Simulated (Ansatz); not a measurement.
# MgTiTe3 (built on the sites of a database entry of BaTiO3): the cell at rest

Aim: bring MgTiTe3 (built on the sites of a database entry of BaTiO3) to small forces and stress, as phonons need.

Program: Ansatz 0.2.0. Level of theory: DFT PBE+D3(BJ), scalar-relativistic, plane waves, PAW. Results are calculated unless marked as measured.

The structure was built from a prototype and need not be the compound's stable phase.

## (1) The starting structure

The structure is tetragonal, space group P4mm (No. 99). Conventional cell: a = 3.992 Å, b = 3.992 Å, c = 4.010 Å, α = 90.00°, β = 90.00°, γ = 90.00°. Nearest to Mg lie 12 Te at 2.78 to 2.88 Å. Ti has 6 Te at 1.89 to 2.12 Å nearest. Te has 2 Ti at 1.89 to 2.12 Å and 8 Te at 2.82 to 2.83 Å and 4 Mg at 2.82 Å nearest. Nearest to Te lie 2 Ti at 2.00 Å and 4 Mg at 2.78 to 2.88 Å and 8 Te at 2.82 to 2.83 Å. Farther neighbours and most contacts between anions are not listed.

## (2) A coarse first look

A quick single point on a coarse mesh tells whether the cell has a gap and how far it is from rest, which sets the k mesh and smearing that follow.

File input.yaml:

```yaml
crystal:
  lattice:
    - [3.99166, 0.0, 0.0]
    - [0.0, 3.99166, 0.0]
    - [0.0, 0.0, 4.00982]
  atoms:
    - { symbol: Mg, position: [0.0, 0.0, 0.0] }
    - { symbol: Ti, position: [0.5, 0.5, 0.49] }
    - { symbol: Te, position: [0.5, 0.5, 0.019] }
    - { symbol: Te, position: [0.5, 0.0, 0.517] }
    - { symbol: Te, position: [0.0, 0.5, 0.517] }
kpoints:
  mp_grid: { grid: [4, 4, 4] }
hamiltonian:
  xc: pbe
  dispersion: d3bj
scf:
  occupations: { method: gaussian, width: 0.1 }
output:
  forces: true
  stress: true
  eigenvalues: true
```

Started as:

```bash
> ansatz run input.yaml --threads 8 --pin off --max-ram 14336MiB --backend cpu --events-out ev --progress --plain --runs-dir out
```

Numbers of over 12 decimals in the logs are rounded to 6 here.

The program printed:

```text
Engine: ansatz 0.2.0, aarch64-unknown-linux-gnu
Pseudopotentials: kind: paw
Pseudopotential: Mg, paw, valence charge 10, recommended cutoff 420 eV (normal), Mg.paw.azcp
Pseudopotential: Ti, paw, valence charge 12, recommended cutoff 420 eV (normal), Ti.paw.azcp
Pseudopotential: Te, paw, valence charge 16, recommended cutoff 420 eV (normal), Te.paw.azcp
Functional definition: PBE
  parameter kappa = 0.804
[...]
k-point 0: bands = [... 31 lower, 22.0980, 22.4361, 22.8333, 22.8333, 24.0041, 25.9190, 26.0260, 27.6424, ... 2 higher]
  k-point 1: bands = [... 31 lower, 20.5984, 22.1755, 23.7111, 25.0608, 25.0608, 25.7127, 26.8559, 27.2472, ... 2 higher]
  k-point 2: bands = [... 31 lower, 19.4308, 20.6985, 22.2585, 25.9109, 26.3605, 26.3605, 27.0698, 27.0698, ... 2 higher]
  k-point 17: bands = [... 31 lower, 19.4357, 20.4757, 24.8051, 24.8051, 24.8115, 28.6124, 28.6124, 28.6865, ... 2 higher]
[key lines of the parts left out:]
SCF converged after 8 iterations
Free energy (F): -25335.707000 eV
Fermi energy:    24.739678 eV
P = ⅓ Tr σ = 224.2470 GPa (2242.470 kbar)
```

Run time: 1.2 s. Hardware: 8 threads of Arm Neoverse V2, shared host; peak memory 0.42 GiB.

This step gave:

```yaml
pressure: 224.2 GPa
volume_per_atom: 12.78 Å³
gap_on_the_k_mesh: 0 eV
```

The coarse mesh shows no gap and a pressure of 224.2 GPa.

## (3) Coarse relaxation

The start is far from rest, so a relaxation with loose tolerances brings it close first.

Edit input.yaml of step 2 so:

```diff
@@ -12,3 +12,3 @@
 kpoints:
-  mp_grid: { grid: [4, 4, 4] }
+  mp_grid: { grid: [6, 6, 6] }
 hamiltonian:
@@ -22 +22,6 @@
   eigenvalues: true
+relax:
+  adjacent_minimum: "off"
+  f_tol: 0.05
+  max_steps: 80
+  cell: { stress_tol: 0.5 }
```

The program printed:

```text
[...]
Crystal: 5 atoms, lattice volume = 63.890 Å³
Basis set: ecut = 420 eV, 1237 PW (Γ), exchange–correlation on 54×54×54 points (8 copies of the dense FFT grid, shifted against one another)
Bands: 42, of which v1, the nominal top of the filled ones, is band 35 counted from 1 (34 counted from 0)
Symmetry: 8 space group operations
[...]
k-points: 40 of 216 (time reversal used)
[...]
cell:  # Å, volume = 162.4650 Å³
    - [5.457368, 0, 0]
    - [0, 5.457368, 0.0]
    - [0, 0.0, 5.454982]
  atoms:
    - { symbol: Mg, position: [0, 0.0, -0.226544] }
    - { symbol: Ti, position: [0.5, 0.5, 0.489445] }
    - { symbol: Te, position: [0.5, 0.5, 0.038798] }
    - { symbol: Te, position: [0.5, 0, 0.620650] }
    - { symbol: Te, position: [0, 0.5, 0.620650] }
[key lines of the parts left out:]
SCF converged after 8 iterations
Free energy (F): -25366.909983 eV
Fermi energy:    7.146011 eV
P = ⅓ Tr σ = 0.2872 GPa (2.872 kbar)
```

Wall time 51 s (8 threads); peak memory 0.73 GiB; 6.2 min of CPU time.

Relaxation path (22 of 24):

```
step  energy less that of the first step (eV)  largest force component (eV/Å)  pressure (GPa)  volume (Å³)
   1                                   0.0000                         12.1600          221.73        63.89
   2                                 -11.4426                          1.6980          142.39        73.68
   3                                 -18.9224                          1.3859           89.61        84.19
   4                                 -24.0482                          1.2510           51.11        96.07
   5                                 -26.9687                          1.2073           22.44       108.85
   6                                 -28.0978                          2.5261           -0.61       120.86
   8                                 -28.2783                          0.5116           -2.06       121.16
   9                                 -28.2939                          0.0841           -0.82       120.17
  10                                 -28.2958                          0.0590            0.04       119.61
  11                                 -28.2961                          0.0585            0.06       119.61
  12                                 -28.2990                          0.0483            0.13       119.66
  13                                 -28.3022                          0.0707            0.25       119.82
  14                                 -28.3040                          0.0556           -0.05       120.11
  15                                 -28.3040                          0.0089            0.01       120.08
 16*                                 -29.4641                          0.1180           13.66       120.08
  17                                 -30.1731                          1.2935            5.47       133.31
  19                                 -30.7449                          0.5091            1.65       146.68
  20                                 -30.9346                          0.3461            1.35       151.54
  21                                 -31.0566                          0.1736           -0.16       160.80
  22                                 -31.0674                          0.0822           -0.13       163.01
  23                                 -31.0685                          0.0257           -0.05       162.46
 24*                                 -31.0951                          0.0249            0.29       162.46
```

Relaxation steps marked * repeat the geometry before them on a plane-wave basis chosen anew for their cell, so energy and pressure can jump there. Other such steps can lie between the rows shown.

The run keeps the 8 symmetry operations that it works with, so distortions that break them were not tested.

```
     cell as run  before  after    change
           a (Å)   3.992  5.457   +36.7 %
           b (Å)   3.992  5.457   +36.7 %
           c (Å)   4.010  5.455   +36.0 %
volume (Å³/atom)   12.78  32.49  +154.3 %
```

The atoms that moved most (Å, as changes of fractional coordinates times the final cell):

```csv
atom,dx,dy,dz,length
Mg1,0.000,0.000,-1.236,1.236
Te4,0.000,0.000,0.565,0.565
Te5,0.000,0.000,0.565,0.565
Te3,0.000,0.000,0.108,0.108
```

The relaxed structure:

```cif
data_structure
_symmetry_space_group_name_H-M 'P 1'
_symmetry_Int_Tables_number 1
_cell_length_a 5.4574
_cell_length_b 5.4574
_cell_length_c 5.4550
_cell_angle_alpha 90.000
_cell_angle_beta 90.000
_cell_angle_gamma 90.000
_cell_volume 162.46
loop_
_atom_site_label
_atom_site_type_symbol
_atom_site_fract_x
_atom_site_fract_y
_atom_site_fract_z
_atom_site_occupancy
Mg1 Mg 0.00000 0.00000 0.77346 1
Ti2 Ti 0.50000 0.50000 0.48944 1
Te3 Te 0.50000 0.50000 0.03880 1
Te4 Te 0.50000 0.00000 0.62065 1
Te5 Te 0.00000 0.50000 0.62065 1
```

This step gave:

* pressure: 0.2872 GPa
* volume per atom: 32.49 Å³

In this step the volume went from 12.78 to 32.49 Å³/atom.

## (4) Bringing the structure to rest

The cell and atoms are relaxed, since residual forces and stress would shift the frequencies.

File input.yaml:

```yaml
crystal:
  lattice:
    - [5.4573677539, 0.0, 0.0]
    - [0.0, 5.4573677539, 0.0]
    - [0.0, 0.0, 5.4549817154]
  atoms:
    - { symbol: Mg, position: [0.0, 0.0, -0.2265440552] }
    - { symbol: Ti, position: [0.5, 0.5, 0.4894449415] }
    - { symbol: Te, position: [0.5, 0.5, 0.0387981858] }
    - { symbol: Te, position: [0.5, 0.0, 0.6206504639] }
    - { symbol: Te, position: [0.0, 0.5, 0.6206504639] }
kpoints:
  mp_grid: { grid: [8, 8, 8] }
hamiltonian:
  xc: pbe
  dispersion: d3bj
scf:
  occupations: { method: gaussian, width: 0.1 }
output:
  forces: true
  stress: true
  eigenvalues: true
  write_density: true
  write_potential: true
  elf: true
  volumetric_format: npy
relax:
  adjacent_minimum: "off"
  f_tol: 0.005
  max_steps: 80
  cell: { stress_tol: 0.05 }
```

The program printed:

```text
[...]
Crystal: 5 atoms, lattice volume = 162.465 Å³
Basis set: ecut = 420 eV, 3191 PW (Γ), exchange–correlation on 80×80×80 points (8 copies of the dense FFT grid, shifted against one another)
Bands: 42, of which v1, the nominal top of the filled ones, is band 35 counted from 1 (34 counted from 0)
[... 1 set-up line as in the run before ...]
[...]
k-points: 75 of 512 (time reversal used)
[...]
SCF iter   1: F=—  HF=-25366.912169 eV  |F-HF|=—  |Δ(HF+E_count)|=         —  Δρ=4.43e-3  dr2=2.56e-2  ethr=1.77e-3  ⟨swp⟩=7.3  Hψ=12818  notcnv=0
[...]
SCF iter   9: F=-25366.908160 eV  HF=-25366.908160 eV  |F-HF|=3.12e-9  |Δ(HF+E_count)|=   1.65e-8  Δρ=1.62e-6  dr2=7.15e-9  ethr=1.43e-10  ⟨swp⟩=8.5  Hψ=19026  notcnv=0
SCF 1 converged in 9 iterations: F = -25366.908160 eV  dr2 = 7.15e-9
[...]
relax step   1: F+E_penalty+E_count = -25366.90815962 eV  Δ(F+E_penalty+E_count) = +0.000e0 eV  max|allowed force component| = 4.218e-2 eV/Å  Δτ_max = 0.0000 Å  P = +0.299 GPa  Ω = 162.465 Å³  (9 SCF iters, dr2 threshold 1.00e-7 eV, accepted)
Crystal: 5 atoms, lattice volume = 164.765 Å³
Basis set: ecut = 420 eV, 3207 PW (Γ), exchange–correlation on 80×80×80 points (8 copies of the dense FFT grid, shifted against one another)
[...]
SCF iter   7: F=-25366.908786 eV  HF=-25366.908786 eV  |F-HF|=1.23e-7  |Δ(HF+E_count)|=   1.50e-7  Δρ=7.57e-6  dr2=1.90e-7  ethr=5.31e-10  ⟨swp⟩=12.4  Hψ=24742  notcnv=0
SCF 2 converged in 7 iterations: F = -25366.908786 eV  dr2 = 1.90e-7
relax step   2: F+E_penalty+E_count = -25366.90878586 eV  Δ(F+E_penalty+E_count) = -6.262e-4 eV  max|allowed force component| = 4.393e-2 eV/Å  Δτ_max = 0.0206 Å  P = -0.186 GPa  Ω = 164.765 Å³  energy of the carried Pulay correction = -2.342e-4 eV  (7 SCF iters, dr2 threshold 3.72e-7 eV, accepted)
Crystal: 5 atoms, lattice volume = 163.934 Å³
[...]
SCF iter   6: F=-25366.909591 eV  HF=-25366.909591 eV  |F-HF|=6.61e-8  |Δ(HF+E_count)|=   3.10e-7  Δρ=8.12e-6  dr2=8.70e-8  ethr=1.96e-10  ⟨swp⟩=9.4  Hψ=25199  notcnv=0
SCF 3 converged in 6 iterations: F = -25366.909591 eV  dr2 = 8.70e-8
relax step   3: F+E_penalty+E_count = -25366.90959062 eV  Δ(F+E_penalty+E_count) = -8.048e-4 eV  max|allowed force component| = 9.258e-3 eV/Å  Δτ_max = 0.0097 Å  P = -0.022 GPa  Ω = 163.934 Å³  energy of the carried Pulay correction = -1.500e-4 eV  (6 SCF iters, dr2 threshold 1.37e-7 eV, accepted)
[...]
relax step   4: F+E_penalty+E_count = -25366.90962352 eV  Δ(F+E_penalty+E_count) = -3.291e-5 eV  max|allowed force component| = 3.166e-3 eV/Å  Δτ_max = 0.0038 Å  P = -0.002 GPa  Ω = 163.914 Å³  energy of the carried Pulay correction = -1.479e-4 eV  (7 SCF iters, dr2 threshold 5.36e-9 eV, accepted)
[...]
SCF iter   8: F=-25366.909776 eV  HF=-25366.909776 eV  |F-HF|=2.69e-10  |Δ(HF+E_count)|=  5.24e-10  Δρ=6.96e-8  dr2=6.86e-12  ethr=1.00e-12  ⟨swp⟩=7.0  Hψ=15317  notcnv=0
SCF 5 converged in 8 iterations: F = -25366.909776 eV  dr2 = 6.86e-12
relax step   5: F+E_penalty+E_count = -25366.90977641 eV  Δ(F+E_penalty+E_count) = -1.529e-4 eV  max|allowed force component| = 3.199e-3 eV/Å  Δτ_max = 0.0000 Å  P = -0.003 GPa  Ω = 163.914 Å³  stress off target by 8.35e-3 GPa  SCF on the basis re-selected at this cell (its energy is not comparable with the rows above)  (8 SCF iters)
[...]
SCF converged after 8 iterations
Free energy (F): -25366.909776 eV
[...]
Internal energy: -25366.904572 eV  (E = F + TS)
E sigma→0 (E₀):  -25366.907174 eV
Entropy (-TS):   -0.005204 eV (-1.041 meV/atom)
Fermi energy:    7.049811 eV
[...]
--- Forces (eV/Å), atoms counted from 1 ---
  atom   1  Mg    -0.00000000     0.00000000    -0.00319934
  atom   2  Ti    -0.00000000     0.00000000    -0.00248821
  atom   3  Te    -0.00000000     0.00000000     0.00192209
  atom   4  Te     0.00000000     0.00000000     0.00188283
  atom   5  Te    -0.00000000    -0.00000000     0.00188283
  max |Σ_I F_I| component: 2.04e-7 eV/Å
--- Stress (GPa, compression-positive) ---
        0.000275       0.000000      -0.000000
        0.000000       0.000275       0.000000
       -0.000000       0.000000      -0.008346
  P = ⅓ Tr σ = -0.0026 GPa (-0.026 kbar)
--- Band table (eV; the first three rows and the last of 75) ---
  k-point 0: bands = [... 31 lower, 5.6010, 5.7615, 6.0101, 6.0101, 6.9734, 7.4184, 8.2978, 8.2978, ... 3 higher]
  k-point 1: bands = [... 31 lower, 5.5349, 5.5435, 6.0263, 6.0263, 6.9779, 7.4995, 8.3263, 8.3263, ... 3 higher]
  k-point 2: bands = [... 31 lower, 5.2358, 5.4115, 6.0542, 6.0542, 6.9889, 7.7131, 8.3150, 8.3872, ... 3 higher]
  k-point 74: bands = [... 31 lower, 4.7115, 6.6584, 7.0225, 7.1422, 7.1422, 8.3976, 8.3976, 8.4254, ... 3 higher]
--- Relaxed structure (4 steps of the walk, 4 accepted, 1 SCFs on fresh bases) ---
[...]
cell:  # Å, volume = 163.9137 Å³
    - [5.477081, 0.0, 0]
    - [0.0, 5.477081, 0.0]
    - [0, 0.0, 5.464079]
  atoms:
    - { symbol: Mg, position: [0, 0.0, -0.229985] }
    - { symbol: Ti, position: [0.5, 0.5, 0.489937] }
    - { symbol: Te, position: [0.5, 0.5, 0.040247] }
    - { symbol: Te, position: [0.5, 0.0, 0.621400] }
    - { symbol: Te, position: [0, 0.5, 0.621400] }
```

Wall time 36 s (8 threads); peak memory 0.88 GiB; 4.6 min of CPU time.

Step by step:

```csv
step,energy less that of the first step (eV),largest force component (eV/Å),pressure (GPa),volume (Å³)
1,0.0000,0.0422,0.30,162.46
2,-0.0006,0.0439,-0.19,164.76
3,-0.0014,0.0093,-0.02,163.93
4,-0.0015,0.0032,0.00,163.91
5*,-0.0016,0.0032,0.00,163.91
```

Relaxation steps marked * repeat the geometry before them on a plane-wave basis chosen anew for their cell, so energy and pressure can jump there.

Forces are held to the 8 operations that the run works with; a distortion that breaks them can't arise in this run.

```csv
"conventional cell, symmetrised",before,after,change
a (Å),5.457,5.477,+0.4 %
b (Å),5.457,5.477,+0.4 %
c (Å),5.455,5.464,+0.2 %
volume (Å³/atom),32.49,32.78,+0.9 %
```

The atoms that moved most (Å, as changes of fractional coordinates times the final cell):

```
atom     dx     dy      dz  length
 Mg1  0.000  0.000  -0.019   0.019
 Te3  0.000  0.000   0.008   0.008
```

Numbers from this step:

```yaml
pressure: -0.002599 GPa
volume_per_atom: 32.78 Å³
```

Valence density in the ac plane at fractional y = 0.500, with atoms of Ti and Te within 0.2 Å of it. It is the smooth field of the valence electrons, not physical close to the nuclei.

Ten steps, logarithmic in the rise over the least value, from '_' (0 e/Å³) to '@' (15 e/Å³), each cell a mean:
```
______..::--**####==::..______
..........::--==----::........
--::::......::::::........::--
##++--::................::==**
@@%%==::....::--::....::--**@@
@@%%==--::--++##**==::::--**@@
##++--::::==##@@%%**--::--==**
----::....==##%%%%**::..::::--
..........::++****--..........
________....::----::..________
________..::------::::..______
________::--++****==::..______
______..::==##@@@@**--..______
______..::==%%@@@@**--..______
```
Columns run along a (5.5 Å), rows up along c (5.5 Å). Atoms in or near the plane, at fractional coordinates: Ti at (0.50, 0.49), Te at (0.50, 0.04), Te at (0.00, 0.62).

Electrostatic potential energy in the ac plane at fractional y = 0.500, with atoms of Ti and Te within 0.2 Å of it. With pseudopotentials it is smooth inside the atoms' cores, unlike the true potential.

Values in eV, 14 rows by 15 columns, each cell a mean:
```
 11  11  10   9   4  -8  -1  23  13  -9  -2   7  10  11  11
  7   8   9   9   8   2  -7 -11 -10  -3   5   9   9   9   7
 -8  -3   4   8   9   8   5   4   4   7   8   9   7   1  -6
  8  -7  -7   4   8   8   6   5   5   7   8   7   0 -11   1
 48  25  -9   0   6   4  -2  -8  -6   1   5   5  -6   0  42
 48  27  -9  -1   4  -5 -21 -27 -25 -14   1   3  -7   1  44
 14  -4  -8   3   2 -13 -28 -29 -29 -23  -4   4  -1 -10   5
-10  -5   3   7   3 -12 -27 -29 -29 -22  -3   6   6   0  -8
  6   7   9   9   6  -2 -17 -25 -22 -10   3   8   9   8   7
 10  11  11  10   9   5   0  -4  -3   3   7  10  11  11  11
 11  11  11  11   9   5  -2  -7  -6   1   7  10  11  11  11
 12  12  11  10   6  -5  -9   1  -3 -10   1   9  11  12  12
 12  12  11   9   2 -10  19  47  40   0  -6   7  10  11  12
 11  11  11   9   1  -9  28  48  46   5  -7   6  10  11  11
```
Columns run along a (5.5 Å; values clipped at the 3rd and 97th percentile), rows up along c (5.5 Å). Atoms in or near the plane, at fractional coordinates: Ti at (0.50, 0.49), Te at (0.50, 0.04), Te at (0.00, 0.62).

ELF in the ac plane at fractional y = 0.500, with atoms of Ti and Te within 0.2 Å of it. It is the smooth field of the valence electrons, not physical close to the nuclei.

Ten even steps from '0' (0.01) to '9' (0.71), each cell a mean:
```
531377423676224
984258877873269
787436999843587
357632333225764
016851132137740
016963788538840
258945814837963
789835836825997
998422576413689
543244433443235
101489877997210
002798645799510
002786200479510
101686100378410
```
Columns run along a (5.5 Å), rows up along c (5.5 Å). Atoms in or near the plane, at fractional coordinates: Ti at (0.50, 0.49), Te at (0.50, 0.04), Te at (0.00, 0.62).

In this step the volume went from 32.49 to 32.78 Å³/atom.

## (5) Relaxing to small forces for the phonons

Phonons need a cell at rest on their own settings, so the relaxation is repeated with tight tolerances on forces and stress, using the mesh and the filling of the phonon run that follows.

File input.yaml:

```yaml
crystal:
  lattice:
    - [5.4770812179, 0.0, 0.0]
    - [0.0, 5.4770812179, 0.0]
    - [0.0, 0.0, 5.4640792091]
  atoms:
    - { symbol: Mg, position: [0.0, 0.0, -0.2299851838] }
    - { symbol: Ti, position: [0.5, 0.5, 0.4899374404] }
    - { symbol: Te, position: [0.5, 0.5, 0.0402467838] }
    - { symbol: Te, position: [0.5, 0.0, 0.6214004797] }
    - { symbol: Te, position: [0.0, 0.5, 0.6214004797] }
kpoints:
  mp_grid: { grid: [8, 8, 8] }
hamiltonian:
  xc: pbe
  dispersion: d3bj
scf:
  occupations: { method: methfessel_paxton, width: 0.2 }
output:
  forces: true
  stress: true
  eigenvalues: true
relax:
  adjacent_minimum: "off"
  f_tol: 0.001
  max_steps: 60
  cell: { stress_tol: 0.01 }
```

The program printed:

```text
[...]
Crystal: 5 atoms, lattice volume = 163.914 Å³
Basis set: ecut = 420 eV, 3191 PW (Γ), exchange–correlation on 80×80×80 points (8 copies of the dense FFT grid, shifted against one another)
Bands: 42, of which v1, the nominal top of the filled ones, is band 35 counted from 1 (34 counted from 0)
[... 1 set-up line as in the run before ...]
[...]
k-points: 75 of 512 (time reversal used)
[...]
--- Relaxed structure (4 steps of the walk, 4 accepted, 1 SCFs on fresh bases) ---
[...]
cell:  # Å, volume = 163.9434 Å³
    - [5.477766, 0.0, 0]
    - [0.0, 5.477766, 0.0]
    - [0, 0.0, 5.463703]
  atoms:
    - { symbol: Mg, position: [0, 0.0, -0.230599] }
    - { symbol: Ti, position: [0.5, 0.5, 0.489813] }
    - { symbol: Te, position: [0.5, 0.5, 0.040296] }
    - { symbol: Te, position: [0.5, 0.0, 0.621745] }
    - { symbol: Te, position: [0, 0.5, 0.621745] }
[key lines of the parts left out:]
SCF converged after 9 iterations
Free energy (F): -25366.904442 eV
Fermi energy:    7.057949 eV
P = ⅓ Tr σ = -0.0001 GPa (-0.001 kbar)
```

The job ended after 32 s (8 threads; peak memory 0.88 GiB; 4.1 min of CPU time).

Little changed from the start: no atom moved by 0.005 Å and no cell edge by 0.1 %.

Numbers from this step:

```yaml
pressure: -1.17e-4 GPa
volume_per_atom: 32.79 Å³
```

The largest force component left is 0.84 meV/Å and the pressure is 0.000 GPa, within the tolerances set. The cell now holds 32.79 Å³/atom.

## (6) Outcome

```yaml
space_group_after_relaxation_within_0p01_a: P4mm
lattice_constant_a: 5.478 Å
lattice_constant_b: 5.478 Å
lattice_constant_c: 5.464 Å
volume_per_atom: 32.8 Å³
```

**Reading.** The largest force component left is 0.84 meV/Å and the pressure is 0.000 GPa, within the tolerances set. The cell now holds 32.79 Å³/atom. The relaxation keeps the symmetry of its start, so it says nothing on stability against lower symmetry. Spin-orbit coupling is left out, which can matter for the heavy elements here. The starting cell was built on a prototype and not taken from a measurement, so the phase need not exist.

[Logs are printed without paths, hosts, clocks, repeated set-up lines and the standing remarks that a program may print on its own settings, such as how far it seeks lower states.]

[Hosts, paths, dates, database ids (printed as entryN), source tags and the programs' standing remarks are cut or masked in the printed files.]
